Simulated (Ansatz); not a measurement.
# BiTe (Fm-3m): Grüneisen parameters, part 2 of 2

Does BiTe (Fm-3m) expand much on heating, by its phonons?

Ansatz 0.2.0; DFT PBEsol, scalar-relativistic, plane waves, PAW; PAW set soft_1.

So far, highest frequency on path, mesh or solved points (cm⁻¹): step 2 (the dispersion) 111; step 4 (phonons at the other volume, volume ratio 0.97) 117.

**6. Phonons at the other volume, volume ratio 1.03**

The phonons are repeated at this volume on the same meshes, so that differences come from the volume alone.

input.yaml reads:

```yaml
crystal:
  lattice:
    - [0.0, 3.2288467395, 3.2288467395]
    - [3.2288467395, 0.0, 3.2288467395]
    - [3.2288467395, 3.2288467395, 0.0]
  atoms:
    - { symbol: Bi, position: [0.0, 0.0, 0.0] }
    - { symbol: Te, position: [0.5, 0.5, 0.5] }
kpoints:
  mp_grid: { grid: [12, 12, 12] }
hamiltonian:
  xc: pbesol
  pseudopotentials: { kind: paw, azcp: { folder: soft_1 }, xc_functional: pbe }
scf:
  occupations: { method: methfessel_paxton, width: 0.2 }
output:
  eigenvalues: true
phonons:
  method: dfpt
  qmesh: [4, 4, 4]
  temperatures: { t_max: 1000, t_step: 50 }
  qpath:
    path:
      - [[0.0, 0.0, 0.0], [0.5, 0.0, 0.5], [0.625, 0.25, 0.625]]
      - [[0.375, 0.375, 0.75], [0.0, 0.0, 0.0], [0.5, 0.5, 0.5], [0.5, 0.25, 0.75], [0.5, 0.0, 0.5]]
    npoints: 10
```

Run with:

```sh
ansatz run input.yaml --threads 4 --pin off --max-ram 10240MiB --backend cpu --events-out ev --progress --plain --runs-dir out
```

Standard output:

```text
[...]
Crystal: 2 atoms, lattice volume = 67.324 Å³
Basis set: ecut = 420 eV, 1363 PW (Γ), exchange–correlation on 64×64×64 points (8 copies of the dense FFT grid, shifted against one another)
Bands: 20, of which v1, the nominal top of the filled ones, is band 16 counted from 1 (15 counted from 0)
Symmetry: 48 space group operations
k-points: 72 of 1728
[...]
k-point 71: bands = [... 12 lower, 4.7402, 4.7402, 8.1814, 9.4898, 13.6995, 13.6995, 14.8755, 14.8755]
[...]
ASR residual: 4.561e-5 → 0.000e0 eV/Å²; symmetrization residual: 4.635e-5 eV/Å²
  ASR residual per site (eV/Å²): 2.67e-6 4.56e-5
  Γ frequencies (cm⁻¹): 0.00 0.00 0.00 89.25 89.25 89.25
--- Phonons (arbitrary-q DFPT): 8 irreducible q on the 4×4×4 mesh ---
[...]
interpolated dispersion: 62 rows × 6 modes
[...]
[key lines of the parts left out:]
SCF converged after 10 iterations
Free energy (F): -19146.217461 eV
Fermi energy:    9.734623 eV
```

The job ended after 8.4 min (4 threads of Arm Neoverse V1, shared host; peak memory 4.9 GiB; 33 min of CPU time).

Numbers from this step:

```
sum-rule residual before enforcement                    : 4.56e-5 eV/Å²
lowest frequency on the path                            : -27.43 cm⁻¹
highest frequency on path, mesh or solved points        : 105.7 cm⁻¹
highest optical mode at the zone centre (no LO-TO term) : 89.25 cm⁻¹
lowest optical zone-centre mode                         : 89.25 cm⁻¹
lowest mode on the q mesh (acoustic modes at Γ apart)   : -27.43 cm⁻¹
```

Frequencies (cm⁻¹) solved at each irreducible wavevector; negative means imaginary. Frequencies by wavevector, by row:

```
q in reciprocal lattice units  star  mode 1  mode 2  mode 3  mode 4  mode 5  mode 6
                        0 0 0     1       0       0       0    89.2    89.2    89.2
                     0 0 0.25     8    40.5    40.5    51.1    64.3    64.3      96
                     0 0 -0.5     4    62.4    62.4    85.2    88.3    88.3   105.7
                  0 0.25 0.25     6    13.8    13.8    68.4    79.2    79.2    94.9
                  0 0.25 -0.5    24    46.4    48.7    58.6    68.6    71.8    86.7
                 0 0.25 -0.25    12    11.3    60.1    61.1    77.6    86.3    98.1
                  0 -0.5 -0.5     3   -27.4   -27.4    30.9    54.1    54.1    59.5
              0.25 -0.5 -0.25     6    25.3    25.3    59.7    59.7    71.3    90.9
```

The highest optical mode at the zone centre (no LO-TO term) is 89.2 cm⁻¹, -9.3 cm⁻¹ against the base run.

**7. Grüneisen parameters**

The Grüneisen parameter of a mode is minus the logarithmic change of its frequency with volume, −d ln ω / d ln V; weighted by heat capacity it gives the expansion.

This step gave:

| Property | Result |
| --- | --- |
| bulk modulus | 54.2 GPa |

Phonon branches along the path, in cm⁻¹:

```
    point  branch 1  branch 2  branch 3  branch 4  branch 5  branch 6
        Γ         0         0         0        98        98        98
  halfway        11        11        73        89        89       100
        X       -23       -23        31        66        66        72
  halfway        24        28        30        65        70        72
        U        22        54        60        71        73        84
jump to K        22        54        60        71        73        84
  halfway       -10        58        72        74        83       104
        Γ         0         0         0        98        98        98
  halfway        43        43        54        74        74       104
        L        66        66        89        94        94       111
  halfway        54        56        70        83        84       104
        W        26        26        72        72        75        96
  halfway        -7        28        56        64        73        77
        X       -23       -23        31        66        66        72
```

The same for volume x 0.97:

```
point  branch 1  branch 2  branch 3  branch 4  branch 5  branch 6
    Γ         0         0         0       108       108       108
    X       -21       -21        29        78        78        85
    U        19        56        61        81        86        93
    K        19        56        61        81        86        93
    Γ         0         0         0       108       108       108
    L        71        71        93        99        99       117
    W        24        24        80        84        84       102
    X       -21       -21        29        78        78        85
```

The same for volume x 1.03:

```
point  branch 1  branch 2  branch 3  branch 4  branch 5  branch 6
    Γ         0         0         0        89        89        89
    X       -27       -27        31        54        54        60
    U        24        51        58        61        61        74
    K        24        51        58        61        61        74
    Γ         0         0         0        89        89        89
    L        62        62        85        88        88       106
    W        25        25        60        60        71        91
    X       -27       -27        31        54        54        60
```

The first set of phonon branches as a text plot (rows in cm⁻¹):

```
    114 |                                        *
    108 |                                    **** ****
    102 |      *            *********    ****         ***
     96 |****** *          *         ****        **      ***
     90 |   **** *          ****    *    *      ******      *
     84 |       **        ** ** * **      *    *   * **      *
     78 |         **     *  *  * *         *  *     *  ****
     72 |      ******************           ***      **  ********
     66 |    **     ******  ****             *  ****   **   *****
     60 |         **      **    **            **    **
     54 |   *            **                 **        *
     48 |                *       ***                   *      *
     42 |           *   *                  **           *
     36 |  *                      **
     30 |            ***            *     **             *  *****
     24 |              ****         *     *               **
     18 | *                **            *                  *  *
     12 |      **            **      *  **                   *
      6 |    **                *        *
      0 |*                            **
     -6 | * *    *                   *
    -12 |  *      **            **  *                         *
    -18 |           * *           **                           **
    -24 |            *                                          *
         Γ           X  U|K            Γ         L        W     X
```

**8. Results**

| Item | Value |
| --- | --- |
| bulk modulus | 54.2 GPa |

What this shows: No expansion is given, because modes are imaginary at one volume or more. The highest optical mode at Γ goes from 108 to 89 cm⁻¹ as the cell grows, a Grüneisen parameter of 3.16. Branches are matched by rank, so values near crossings are rough. With no gap, or one that is small against the smearing, the frequencies hang on the k mesh and the smearing, most of all near Kohn anomalies. The phonon runs are without spin polarisation, although the cell has an odd electron count. Spin-orbit coupling is left out, which can matter for the heavy elements here. The PAW files were made for PBE and serve the other functionals too. A phonon run warned that its eigensolver left some bands unconverged in a pass.

[Long decimals in the printed logs are rounded to 6 places.]

[Logs are printed without paths, hosts, clocks, repeated set-up lines and the standing remarks that a program may print on its own settings, such as how far it seeks lower states.]

[Hosts, paths, dates, database ids (printed as entryN), source tags and the programs' standing remarks are cut or masked in the printed files.]

[Where the starting crystal was built by hand or by swapping elements, it need not be the compound's stable phase.]
